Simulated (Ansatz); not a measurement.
**How fast states decay through Na3SBr**

A new crystal, Na3SBr: structure, gap and complex bands. It is built by putting S for O in the Na3BrO structure of space group Pm-3m, with the volume rescaled by atomic radii. The parent structure comes from the Materials Project.

Program: Ansatz 0.2.0. Level of theory: r2SCAN DFT, plane waves, PAW files, in the first sound run; inputs show where later runs differ. Results are calculated unless marked as measured.

The structure was built from a prototype and need not be the compound's stable phase.

### Step 1. The structure

The structure is cubic, space group Pm-3m (No. 221). Conventional cell: a = 4.649 Å, b = 4.649 Å, c = 4.649 Å, α = 90.00°, β = 90.00°, γ = 90.00°. Nearest to Na lie 2 S at 2.32 Å and 8 Na at 3.29 Å and 4 Br at 3.29 Å. Br has 12 Na at 3.29 Å nearest. Nearest to S lie 6 Na at 2.32 Å. It derives from Na3BrO. S for O in the Na3BrO structure of space group Pm-3m. Farther neighbours and most contacts between anions are not listed.

### Step 2. Cell and atoms at rest

The substituted atoms don't fit the parent's cell, so cell and atoms relax together. A small smearing keeps the run stable in case the gap closes on the way.

Contents of input.yaml:

```yaml
crystal:
  lattice:
    - [4.6492738905, 0.0, 0.0]
    - [0.0, 4.6492738905, 0.0]
    - [0.0, 0.0, 4.6492738905]
  atoms:
    - { symbol: Na, position: [0.0, 0.5, 0.5] }
    - { symbol: Na, position: [0.5, 0.0, 0.5] }
    - { symbol: Na, position: [0.5, 0.5, 0.0] }
    - { symbol: Br, position: [0.0, 0.0, 0.0] }
    - { symbol: S, position: [0.5, 0.5, 0.5] }
kpoints:
  mp_grid: { grid: [6, 6, 6] }
scf:
  occupations: { method: gaussian, width: 0.03 }
hamiltonian:
  xc: r2scan
output:
  forces: true
  stress: true
relax:
  f_tol: 0.02
  max_steps: 60
  cell: {}
```

On the command line:

```
ansatz run input.yaml --threads 2 --pin off --max-ram 4096MiB --backend cpu --events-out ev --progress --plain --runs-dir out
```

Numbers of over 12 decimals in the logs are rounded to 6 here.

The log of the run:

```text
Engine: ansatz 0.2.0, aarch64-unknown-linux-gnu
Pseudopotentials: kind: paw
Pseudopotential: Na, paw, valence charge 9, recommended cutoff 500 eV (meta_gga), Na.paw.azcp
Pseudopotential: Br, paw, valence charge 7, recommended cutoff 500 eV (meta_gga), Br.paw.azcp
Pseudopotential: S, paw, valence charge 6, recommended cutoff 500 eV (meta_gga), S.paw.azcp
Functional definition: r2SCAN
  parameter k0 = 0.174
  parameter k1 = 0.065
  parameter a1 = 4.9479
  exchange = r2scan_x(k0 = k0, k1 = k1, a1 = a1)
  correlation = r2scan_c
Crystal: 5 atoms, lattice volume = 100.498 Å³
Basis set: ecut = 500 eV, 2517 PW (Γ), exchange–correlation on 144×144×144 points (64 copies of the dense FFT grid, shifted against one another)
Bands: 25, of which v1, the nominal top of the filled ones, is band 20 counted from 1 (19 counted from 0)
Symmetry: 48 space group operations
Space group: Pm-3m (ITA 221), of the structure as read, at distance tolerance 4.6e-5 Å
k-points: 20 of 216
Non-local potential: Na, projectors of the file, l = 0: 3, l = 1: 2, l = 2: 1
Non-local potential: Br, projectors of the file, l = 0: 2, l = 1: 2, l = 2: 2
Non-local potential: S, projectors of the file, l = 0: 2, l = 1: 2, l = 2: 2
PAW form: soft (Blöchl's): semilocal exchange-correlation on the pseudo side does not see the compensation charge
PAW frozen core: Na, regenerated for the run's functional (the file was generated under x = pbe(κ = 0.804, μ = 0.219515), c = pbe(β = 0.066725))
PAW frozen core: Br, regenerated for the run's functional (the file was generated under x = pbe(κ = 0.804, μ = 0.219515), c = pbe(β = 0.066725))
PAW frozen core: S, regenerated for the run's functional (the file was generated under x = pbe(κ = 0.804, μ = 0.219515), c = pbe(β = 0.066725))
PAW one-centre angular grid: Na, 302 points (default); XC on 339 of its mesh's 2595 points in the sphere
PAW one-centre angular grid: Br, 302 points (default); XC on 160 Gauss nodes
PAW one-centre angular grid: S, 302 points (default); XC on 160 Gauss nodes
Initial density: superposition of atomic densities (neutral atoms: chi_scale 0, normalization atom), corrected by the library's trained network
Initial wavefunctions: pseudopotential atomic-orbital guess
Functional: x = r2scan, c = r2scan; τ floored in thin density (d = 2e-4 eV/Å³)
SCF iter   1: F=—  HF=-8169.780252 eV  |F-HF|=—  |Δ(HF+E_count)|=         —  Δρ=7.00e-3  dr2=2.28e-2  dr2_τ=2.25e-2  ethr=1.77e-3  ⟨swp⟩=6.8  Hψ=2459  notcnv=0
preconditioner: auto → Resta (q_TF=auto, 2.340 Å⁻¹)  ε∞=2.7  [insulator: Δε(μ)=3.864 eV  Ē_g=11.471 eV  σ=0.030 eV  W_gap=1.00  n_scr=18 (ndim 8)  ℏωp=14.8 eV  f_vac=0.023  D(μ)=0.00/eV (n_scr^D=0)  ε∞_Penn≈2.7]
SCF iter   2: F=—  HF=-8169.824707 eV  |F-HF|=—  |Δ(HF+E_count)|=   4.45e-2  Δρ=2.50e-3  dr2=4.29e-3  dr2_τ=6.13e-4  ethr=5.70e-5  ⟨swp⟩=2.5  Hψ=1152  notcnv=0  defer=20
SCF iter   3: F=—  HF=-8169.825048 eV  |F-HF|=—  |Δ(HF+E_count)|=   3.42e-4  Δρ=7.24e-4  dr2=4.26e-4  dr2_τ=2.78e-5  ethr=1.07e-5  ⟨swp⟩=2.1  Hψ=885  notcnv=0
automatic band count: iteration 3 solves 24 bands in place of 25: the levels show a gap, and the empty bands left out lie too high to hold charge; the band table lists the bands solved (type scf.n_extra_bands for more)
SCF iter   4: F=—  HF=-8169.825174 eV  |F-HF|=—  |Δ(HF+E_count)|=   1.26e-4  Δρ=9.90e-5  dr2=1.10e-5  dr2_τ=8.51e-7  ethr=1.07e-6  ⟨swp⟩=2.9  Hψ=844  notcnv=0
SCF iter   5: F=—  HF=-8169.825179 eV  |F-HF|=—  |Δ(HF+E_count)|=   4.82e-6  Δρ=1.99e-5  dr2=3.09e-7  dr2_τ=2.76e-8  ethr=2.76e-8  ⟨swp⟩=2.0  Hψ=602  notcnv=0
SCF iter   6: F=-8169.825179 eV  HF=-8169.825179 eV  |F-HF|=7.33e-9  |Δ(HF+E_count)|=   3.22e-7  Δρ=3.06e-6  dr2=8.22e-9  dr2_τ=4.69e-10  ethr=2.50e-10  ⟨swp⟩=4.8  Hψ=1561  notcnv=0
SCF 1 converged in 6 iterations: F = -8169.825179 eV  dr2 = 8.22e-9
  greatest PAW one-centre occupation: 1.000 electrons in one spin orbital (limit 2), on the Na atom at site 1 (counted from 0), in its partial waves of l = 0
relax step   1: F+E_penalty+E_count = -8169.82517949 eV  Δ(F+E_penalty+E_count) = +0.000e0 eV  max|allowed force component| = 3.513e-29 eV/Å  Δτ_max = 0.0000 Å  P = +15.312 GPa  Ω = 100.498 Å³  (6 SCF iters, dr2 threshold 1.00e-7 eV, accepted)
Crystal: 5 atoms, lattice volume = 116.165 Å³
Basis set: ecut = 500 eV, 2945 PW (Γ), exchange–correlation on 144×144×144 points (64 copies of the dense FFT grid, shifted against one another)
Initial density: handed on by an earlier stage of this run
Initial wavefunctions: those handed on with the density
iter 1 solved again at ethr=7.86e-4 eV; its pass at ethr=3.10e-3 eV (dr2=3.14e-1 eV) is discarded
SCF iter   1: F=—  HF=-8170.541395 eV  |F-HF|=—  |Δ(HF+E_count)|=         —  Δρ=9.17e-3  dr2=3.07e-1  dr2_τ=1.74e-1  ethr=7.86e-4  ⟨swp⟩=1.0  Hψ=2599  notcnv=0
automatic band count: iteration 1 solves 24 bands in place of 25: the levels show a gap, and the empty bands left out lie too high to hold charge; the band table lists the bands solved (type scf.n_extra_bands for more)
preconditioner: auto → Resta (q_TF=auto, 2.284 Å⁻¹)  ε∞=3.1  [insulator: Δε(μ)=2.919 eV  Ē_g=8.893 eV  σ=0.030 eV  W_gap=1.00  n_scr=26 (ndim 8)  ℏωp=12.9 eV  f_vac=0.095  D(μ)=0.00/eV (n_scr^D=0)  ε∞_Penn≈3.1]
SCF iter   2: F=—  HF=-8170.858639 eV  |F-HF|=—  |Δ(HF+E_count)|=   3.17e-1  Δρ=3.59e-3  dr2=4.89e-2  dr2_τ=2.45e-3  ethr=7.68e-4  ⟨swp⟩=3.0  Hψ=788  notcnv=0
SCF iter   3: F=—  HF=-8170.842843 eV  |F-HF|=—  |Δ(HF+E_count)|=   1.58e-2  Δρ=1.68e-3  dr2=6.02e-3  dr2_τ=7.17e-5  ethr=1.22e-4  ⟨swp⟩=4.0  Hψ=1099  notcnv=0
SCF iter   4: F=—  HF=-8170.841854 eV  |F-HF|=—  |Δ(HF+E_count)|=   9.89e-4  Δρ=6.60e-4  dr2=4.90e-4  dr2_τ=1.97e-5  ethr=1.50e-5  ⟨swp⟩=2.1  Hψ=708  notcnv=0
SCF iter   5: F=—  HF=-8170.841836 eV  |F-HF|=—  |Δ(HF+E_count)|=   1.79e-5  Δρ=1.81e-4  dr2=4.02e-5  dr2_τ=2.21e-6  ethr=1.22e-6  ⟨swp⟩=2.0  Hψ=875  notcnv=0
SCF iter   6: F=—  HF=-8170.841871 eV  |F-HF|=—  |Δ(HF+E_count)|=   3.43e-5  Δρ=3.77e-5  dr2=9.81e-7  dr2_τ=1.41e-7  ethr=1.01e-7  ⟨swp⟩=2.0  Hψ=794  notcnv=0
SCF iter   7: F=-8170.841871 eV  HF=-8170.841871 eV  |F-HF|=3.79e-8  |Δ(HF+E_count)|=   2.23e-7  Δρ=8.11e-6  dr2=6.76e-8  dr2_τ=5.05e-9  ethr=1.25e-9  ⟨swp⟩=4.7  Hψ=1540  notcnv=0
SCF 2 converged in 7 iterations: F = -8170.841871 eV  dr2 = 6.76e-8
  greatest PAW one-centre occupation: 1.000 electrons in one spin orbital (limit 2), on the Na atom at site 0 (counted from 0), in its partial waves of l = 0
relax step   2: F+E_penalty+E_count = -8170.84187103 eV  Δ(F+E_penalty+E_count) = -1.017e0 eV  max|allowed force component| = 1.514e-29 eV/Å  Δτ_max = 0.0000 Å  P = +6.483 GPa  Ω = 116.165 Å³  energy of the carried Pulay correction = -1.967e-3 eV  (7 SCF iters, dr2 threshold 5.00e-7 eV, accepted)
Crystal: 5 atoms, lattice volume = 131.121 Å³
Basis set: ecut = 500 eV, 3287 PW (Γ), exchange–correlation on 144×144×144 points (64 copies of the dense FFT grid, shifted against one another)
iter 1 solved again at ethr=4.61e-4 eV; its pass at ethr=3.10e-3 eV (dr2=1.84e-1 eV) is discarded
SCF iter   1: F=—  HF=-8170.968838 eV  |F-HF|=—  |Δ(HF+E_count)|=         —  Δρ=6.47e-3  dr2=1.81e-1  dr2_τ=1.12e-1  ethr=4.61e-4  ⟨swp⟩=1.0  Hψ=2568  notcnv=0
automatic band count: iteration 1 solves 24 bands in place of 25: the levels show a gap, and the empty bands left out lie too high to hold charge; the band table lists the bands solved (type scf.n_extra_bands for more)
preconditioner: auto → Resta (q_TF=auto, 2.238 Å⁻¹)  ε∞=3.0  [insulator: Δε(μ)=2.826 eV  Ē_g=8.551 eV  σ=0.030 eV  W_gap=1.00  n_scr=26 (ndim 8)  ℏωp=12.1 eV  f_vac=0.118  D(μ)=0.00/eV (n_scr^D=0)  ε∞_Penn≈3.0]
SCF iter   2: F=—  HF=-8171.225083 eV  |F-HF|=—  |Δ(HF+E_count)|=   2.56e-1  Δρ=2.64e-3  dr2=2.95e-2  dr2_τ=1.51e-3  ethr=4.54e-4  ⟨swp⟩=3.0  Hψ=800  notcnv=0
SCF iter   3: F=—  HF=-8171.214939 eV  |F-HF|=—  |Δ(HF+E_count)|=   1.01e-2  Δρ=1.28e-3  dr2=4.38e-3  dr2_τ=5.44e-5  ethr=7.36e-5  ⟨swp⟩=4.0  Hψ=1094  notcnv=0
SCF iter   4: F=—  HF=-8171.214056 eV  |F-HF|=—  |Δ(HF+E_count)|=   8.83e-4  Δρ=4.78e-4  dr2=3.41e-4  dr2_τ=1.37e-5  ethr=1.10e-5  ⟨swp⟩=2.0  Hψ=661  notcnv=0
SCF iter   5: F=—  HF=-8171.214084 eV  |F-HF|=—  |Δ(HF+E_count)|=   2.75e-5  Δρ=1.39e-4  dr2=2.80e-5  dr2_τ=1.66e-6  ethr=8.53e-7  ⟨swp⟩=2.0  Hψ=820  notcnv=0
SCF iter   6: F=-8171.214112 eV  HF=-8171.214112 eV  |F-HF|=2.67e-7  |Δ(HF+E_count)|=   2.80e-5  Δρ=2.16e-5  dr2=3.76e-7  dr2_τ=2.65e-8  ethr=1.25e-9  ⟨swp⟩=4.0  Hψ=2255  notcnv=0
SCF 3 converged in 6 iterations: F = -8171.214112 eV  dr2 = 3.76e-7
  greatest PAW one-centre occupation: 1.000 electrons in one spin orbital (limit 2), on the Na atom at site 2 (counted from 0), in its partial waves of l = 0
relax step   3: F+E_penalty+E_count = -8171.21411183 eV  Δ(F+E_penalty+E_count) = -3.722e-1 eV  max|allowed force component| = 1.413e-29 eV/Å  Δτ_max = 0.0000 Å  P = +1.968 GPa  Ω = 131.121 Å³  energy of the carried Pulay correction = -3.599e-3 eV  (6 SCF iters, dr2 threshold 5.00e-7 eV, accepted)
[...]
relax step   4: F+E_penalty+E_count = -8171.27076387 eV  Δ(F+E_penalty+E_count) = -5.665e-2 eV  max|allowed force component| = 1.803e-29 eV/Å  Δτ_max = 0.0000 Å  P = +0.469 GPa  Ω = 138.905 Å³  energy of the carried Pulay correction = -4.369e-3 eV  (6 SCF iters, dr2 threshold 5.00e-7 eV, accepted)
[...]
relax step   5: F+E_penalty+E_count = -8171.27477223 eV  Δ(F+E_penalty+E_count) = -4.008e-3 eV  max|allowed force component| = 2.830e-29 eV/Å  Δτ_max = 0.0000 Å  P = +0.009 GPa  Ω = 141.825 Å³  energy of the carried Pulay correction = -4.646e-3 eV  (6 SCF iters, dr2 threshold 5.00e-7 eV, accepted)
Basis set: ecut = 500 eV, 3695 PW (Γ), exchange–correlation on 160×160×160 points (64 copies of the dense FFT grid, shifted against one another)
Initial wavefunctions: pseudopotential atomic-orbital guess (no wavefunctions were taken with the density)
iter 1 solved again at ethr=3.30e-7 eV; its pass at ethr=3.10e-3 eV (dr2=1.32e-4 eV) is discarded
SCF iter   1: F=—  HF=-8171.260659 eV  |F-HF|=—  |Δ(HF+E_count)|=         —  Δρ=1.01e-3  dr2=5.65e-5  dr2_τ=9.38e-5  ethr=3.30e-7  ⟨swp⟩=3.0  Hψ=3427  notcnv=0
preconditioner: auto → Resta (q_TF=auto, 2.209 Å⁻¹)  ε∞=2.8  [insulator: Δε(μ)=3.130 eV  Ē_g=8.794 eV  σ=0.030 eV  W_gap=1.00  n_scr=26 (ndim 8)  ℏωp=11.7 eV  f_vac=0.119  D(μ)=0.00/eV (n_scr^D=0)  ε∞_Penn≈2.8]
SCF iter   2: F=—  HF=-8171.278690 eV  |F-HF|=—  |Δ(HF+E_count)|=   1.80e-2  Δρ=5.09e-4  dr2=1.60e-5  dr2_τ=4.21e-4  ethr=1.41e-7  ⟨swp⟩=2.1  Hψ=1002  notcnv=0
SCF iter   3: F=—  HF=-8171.281949 eV  |F-HF|=—  |Δ(HF+E_count)|=   3.26e-3  Δρ=1.82e-4  dr2=1.84e-6  dr2_τ=5.31e-5  ethr=4.00e-8  ⟨swp⟩=2.0  Hψ=998  notcnv=0
SCF iter   4: F=—  HF=-8171.282394 eV  |F-HF|=—  |Δ(HF+E_count)|=   4.45e-4  Δρ=7.86e-6  dr2=8.02e-8  dr2_τ=9.63e-9  ethr=4.59e-9  ⟨swp⟩=2.0  Hψ=900  notcnv=0
SCF iter   5: F=—  HF=-8171.282394 eV  |F-HF|=—  |Δ(HF+E_count)|=   3.98e-8  Δρ=1.98e-6  dr2=4.22e-9  dr2_τ=4.74e-10  ethr=2.01e-10  ⟨swp⟩=2.0  Hψ=659  notcnv=0
SCF iter   6: F=—  HF=-8171.282394 eV  |F-HF|=—  |Δ(HF+E_count)|=  8.07e-10  Δρ=3.04e-7  dr2=1.08e-10  dr2_τ=2.47e-11  ethr=1.05e-11  ⟨swp⟩=2.0  Hψ=884  notcnv=0
SCF iter   7: F=-8171.282394 eV  HF=-8171.282394 eV  |F-HF|=5.46e-12  |Δ(HF+E_count)|=  2.63e-10  Δρ=7.01e-8  dr2=8.93e-12  dr2_τ=6.98e-13  ethr=1.00e-12  ⟨swp⟩=5.0  Hψ=1650  notcnv=0
SCF 6 converged in 7 iterations: F = -8171.282394 eV  dr2 = 8.93e-12
relax step   6: F+E_penalty+E_count = -8171.28239418 eV  Δ(F+E_penalty+E_count) = -7.622e-3 eV  max|allowed force component| = 7.376e-30 eV/Å  Δτ_max = 0.0000 Å  P = +0.025 GPa  Ω = 141.825 Å³  stress off target by 2.46e-2 GPa  SCF on the basis re-selected at this cell (its energy is not comparable with the rows above)  (7 SCF iters)
basis re-selected at this cell: Δ(F+E_penalty+E_count) = -7.622e-3 eV, ΔP = +0.015 GPa vs the last step (what re-selecting the basis moved, of the pressure what is left beyond the Pulay correction that the steps carried, after the strain that the cell walked since its last selection, with what the two solves' SCF thresholds leave and, on support functions, any second-order correction that the steps lacked; it is no measure of the basis error at this ecutwfc). The dense FFT grid was sized anew with the basis: this SCF ran on 40×40×40 points, the steps before it on 36×36×36, so part of this shift can come from that change (see relax.cell in the input reference). [rest of the remark cut]
SCF converged after 7 iterations
Free energy (F): -8171.282394 eV
Harris-Foulkes:  -8171.282394 eV  (|F-HF|=5.46e-12)
Internal energy: -8171.282394 eV  (E = F + TS)
E sigma→0 (E₀):  -8171.282394 eV
Fermi energy:    2.366180 eV
--- Per-component energies (eV) ---
  E_band       = -753.726587
  E_kinetic    = 604.730570
  E_local      = -4659.183185  (includes V_loc(G=0)·N_el)
  E_nonlocal   = 445.786632
  E_hartree    = 1690.392495
  E_xc         = -454.157903
  E_vxc        = -377.270087  (∫ρ·V_xc dr)
  E_paw        = -3682.890999  (= ΣΔE_a)
  E_vpaw       = -174.243238  (= ΣTr[D̂ρ^β])
  E_aug_tail   = -0.000005  (compensation charges beyond the density's cutoff)
  E_vtau       = 25.667699  (kinetic-family band-sum trace: ∫τ·v_τ [+ j·A + Jᵃ·Aᵃ] dr)
  E_ewald      = -2115.613237
  E_core_change = -0.346762  (= ΣΔE_core)
  E_smearing   = -0.000000  (= −TS)
  E_closure    = -0.000000  (closes the sum)
  Σ components = -8171.282394   (vs F -8171.282394, Δ=0.00e0)
--- Forces (eV/Å), atoms counted from 1 ---
  atom   1  Na     0.00000000    -0.00000000     0.00000000
  atom   2  Na     0.00000000     0.00000000     0.00000000
  atom   3  Na     0.00000000     0.00000000     0.00000000
  atom   4  Br    -0.00000000    -0.00000000     0.00000000
  atom   5  S      0.00000000     0.00000000     0.00000000
  max |Σ_I F_I| component: 1.57e-29 eV/Å
--- Stress (GPa, compression-positive) ---
        0.024640      -0.000000       0.000000
       -0.000000       0.024640       0.000000
        0.000000       0.000000       0.024640
  P = ⅓ Tr σ = 0.0246 GPa (0.246 kbar)
--- Relaxed structure (5 steps of the walk, 5 accepted, 1 SCFs on fresh bases) ---
  F+E_penalty+E_count = -8171.28239418 eV   max|allowed force component| = 7.376e-30 eV/Å   (the final SCF, on the basis selected at the relaxed cell)
  cell:  # Å, volume = 141.8252 Å³
    - [5.214962, 0, 0]
    - [0, 5.214962, 0.0]
    - [0, 0.0, 5.214962]
  atoms:
    - { symbol: Na, position: [0, 0.5, 0.5] }
    - { symbol: Na, position: [0.5, 0, 0.5] }
    - { symbol: Na, position: [0.5, 0.5, 0] }
    - { symbol: Br, position: [0, 0, 0] }
    - { symbol: S, position: [0.5, 0.5, 0.5] }
```

Elapsed: 18 s, on 2 threads of Arm Neoverse V2, shared host; peak memory 0.69 GiB; 36 s of CPU time.

Relaxation path:

```tsv
step	energy less that of the first step (eV)	largest force component (eV/Å)	pressure (GPa)	volume (Å³)
1	0.0000	0.0000	15.31	100.50
2	-1.0167	0.0000	6.48	116.16
3	-1.3889	0.0000	1.97	131.12
4	-1.4456	0.0000	0.47	138.90
5	-1.4496	0.0000	0.01	141.83
6*	-1.4572	0.0000	0.02	141.83
```

Relaxation steps marked * repeat the geometry before them on a plane-wave basis chosen anew for their cell, so energy and pressure can jump there.

The run keeps the 48 symmetry operations that it works with, so distortions that break them were not tested.

```tsv
cell as run	before	after	change
a (Å)	4.649	5.215	+12.2 %
b (Å)	4.649	5.215	+12.2 %
c (Å)	4.649	5.215	+12.2 %
volume (Å³/atom)	20.10	28.37	+41.1 %
```

The relaxed structure:

```cif
data_structure
_symmetry_space_group_name_H-M 'P 1'
_symmetry_Int_Tables_number 1
_cell_length_a 5.2150
_cell_length_b 5.2150
_cell_length_c 5.2150
_cell_angle_alpha 90.000
_cell_angle_beta 90.000
_cell_angle_gamma 90.000
_cell_volume 141.83
loop_
_atom_site_label
_atom_site_type_symbol
_atom_site_fract_x
_atom_site_fract_y
_atom_site_fract_z
_atom_site_occupancy
Na1 Na 0.00000 0.50000 0.50000 1
Na2 Na 0.50000 0.00000 0.50000 1
Na3 Na 0.50000 0.50000 0.00000 1
Br4 Br 0.00000 0.00000 0.00000 1
S5 S 0.50000 0.50000 0.50000 1
```

This step gave:

```
free energy  : -8171.2824 eV
Fermi energy : 2.366 eV
pressure     : 0.02464 GPa
```

The largest force component on a free atom ends at 7.4e-30 eV/Å.

### Step 3. Band edges

The energy window and the wavevectors of the next steps follow from the band edges, so these are searched first, off the mesh as well.

Contents of input.yaml:

```yaml
crystal:
  lattice:
    - [5.2149616032, 0.0, 0.0]
    - [0.0, 5.2149616032, 0.0]
    - [0.0, 0.0, 5.2149616032]
  atoms:
    - { symbol: Na, position: [0.0, 0.5, 0.5] }
    - { symbol: Na, position: [0.5, 0.0, 0.5] }
    - { symbol: Na, position: [0.5, 0.5, 0.0] }
    - { symbol: Br, position: [0.0, 0.0, 0.0] }
    - { symbol: S, position: [0.5, 0.5, 0.5] }
kpoints:
  mp_grid: { grid: [6, 6, 6] }
  band_path: { path: [VBM, CBM], npoints: 30 }
scf:
  occupations: { method: fixed }
hamiltonian:
  xc: r2scan
output:
  eigenvalues: true
  write_potential: true
  write_density: true
  volumetric_format: npy
```

The log of the run:

```text
[...]
Crystal: 5 atoms, lattice volume = 141.825 Å³
Basis set: ecut = 500 eV, 3695 PW (Γ), exchange–correlation on 160×160×160 points (64 copies of the dense FFT grid, shifted against one another)
Bands: 25, of which v1, the nominal top of the filled ones, is band 20 counted from 1 (19 counted from 0)
Symmetry: 48 space group operations
[...]
k-points: 20 of 216
[...]
SCF iter   1: F=—  HF=-8171.268493 eV  |F-HF|=—  |Δ(HF+E_count)|=         —  Δρ=6.27e-3  dr2=3.03e-2  dr2_τ=7.67e-3  ethr=1.77e-3  ⟨swp⟩=5.2  Hψ=1948  notcnv=0  defer=52
[...]
SCF iter   6: F=-8171.282394 eV  HF=-8171.282394 eV  |F-HF|=3.39e-8  |Δ(HF+E_count)|=   1.31e-6  Δρ=4.70e-6  dr2=4.22e-8  dr2_τ=2.33e-9  ethr=2.50e-10  ⟨swp⟩=8.7  Hψ=2180  notcnv=0
SCF 1 converged in 6 iterations: F = -8171.282394 eV  dr2 = 4.22e-8
[...]
NSCF: frozen V_eff on 20 k-points
[...]
SCF converged after 6 iterations
Free energy (F): -8171.282394 eV
[...]
Internal energy: -8171.282394 eV  (E = F + TS)
E sigma→0 (E₀):  -8171.282394 eV
Fermi energy:    0.808920 eV
[...]
--- Band table (eV; the first three rows and the last of 20) ---
  k-point 0: bands = [... 16 lower, -0.5645, 0.8089, 0.8089, 0.8089, 3.9233, 6.5451, 6.5451, 9.4595, ... 1 higher]
  k-point 1: bands = [... 16 lower, -0.5306, 0.5827, 0.7690, 0.7690, 4.3314, 6.6902, 6.7943, 9.2452, ... 1 higher]
  k-point 2: bands = [... 16 lower, -0.4554, 0.2038, 0.6813, 0.6813, 5.2517, 7.0115, 7.0903, 9.0078, ... 1 higher]
  k-point 19: bands = [... 16 lower, -0.7320, 0.1545, 0.1545, 0.1545, 7.5319, 7.5319, 7.5319, 8.1800, ... 1 higher]
```

Wall time 11 s (2 threads); peak memory 0.6 GiB.

This step gave:

```
Fermi energy        : 0.8089 eV
gap on the k-mesh   : 3.114 eV
gap on path         : 3.114 eV, by band count; negative where bands overlap
direct gap on path  : 3.114 eV
edge places on path : 0, 0 1/A along the path
```

Levels at VBM (eV): -1.37, -1.37, -1.37, 0.00, 0.00, 0.00, 3.11, 5.74, 5.74.

The searched edges give 3.11 eV, as on the mesh.

[end of part 1 of 2]

[Logs are printed without paths, hosts, clocks, repeated set-up lines and the standing remarks that a program may print on its own settings, such as how far it seeks lower states.]

[Hosts, paths, dates, database ids (printed as entryN), source tags and the programs' standing remarks are cut or masked in the printed files.]
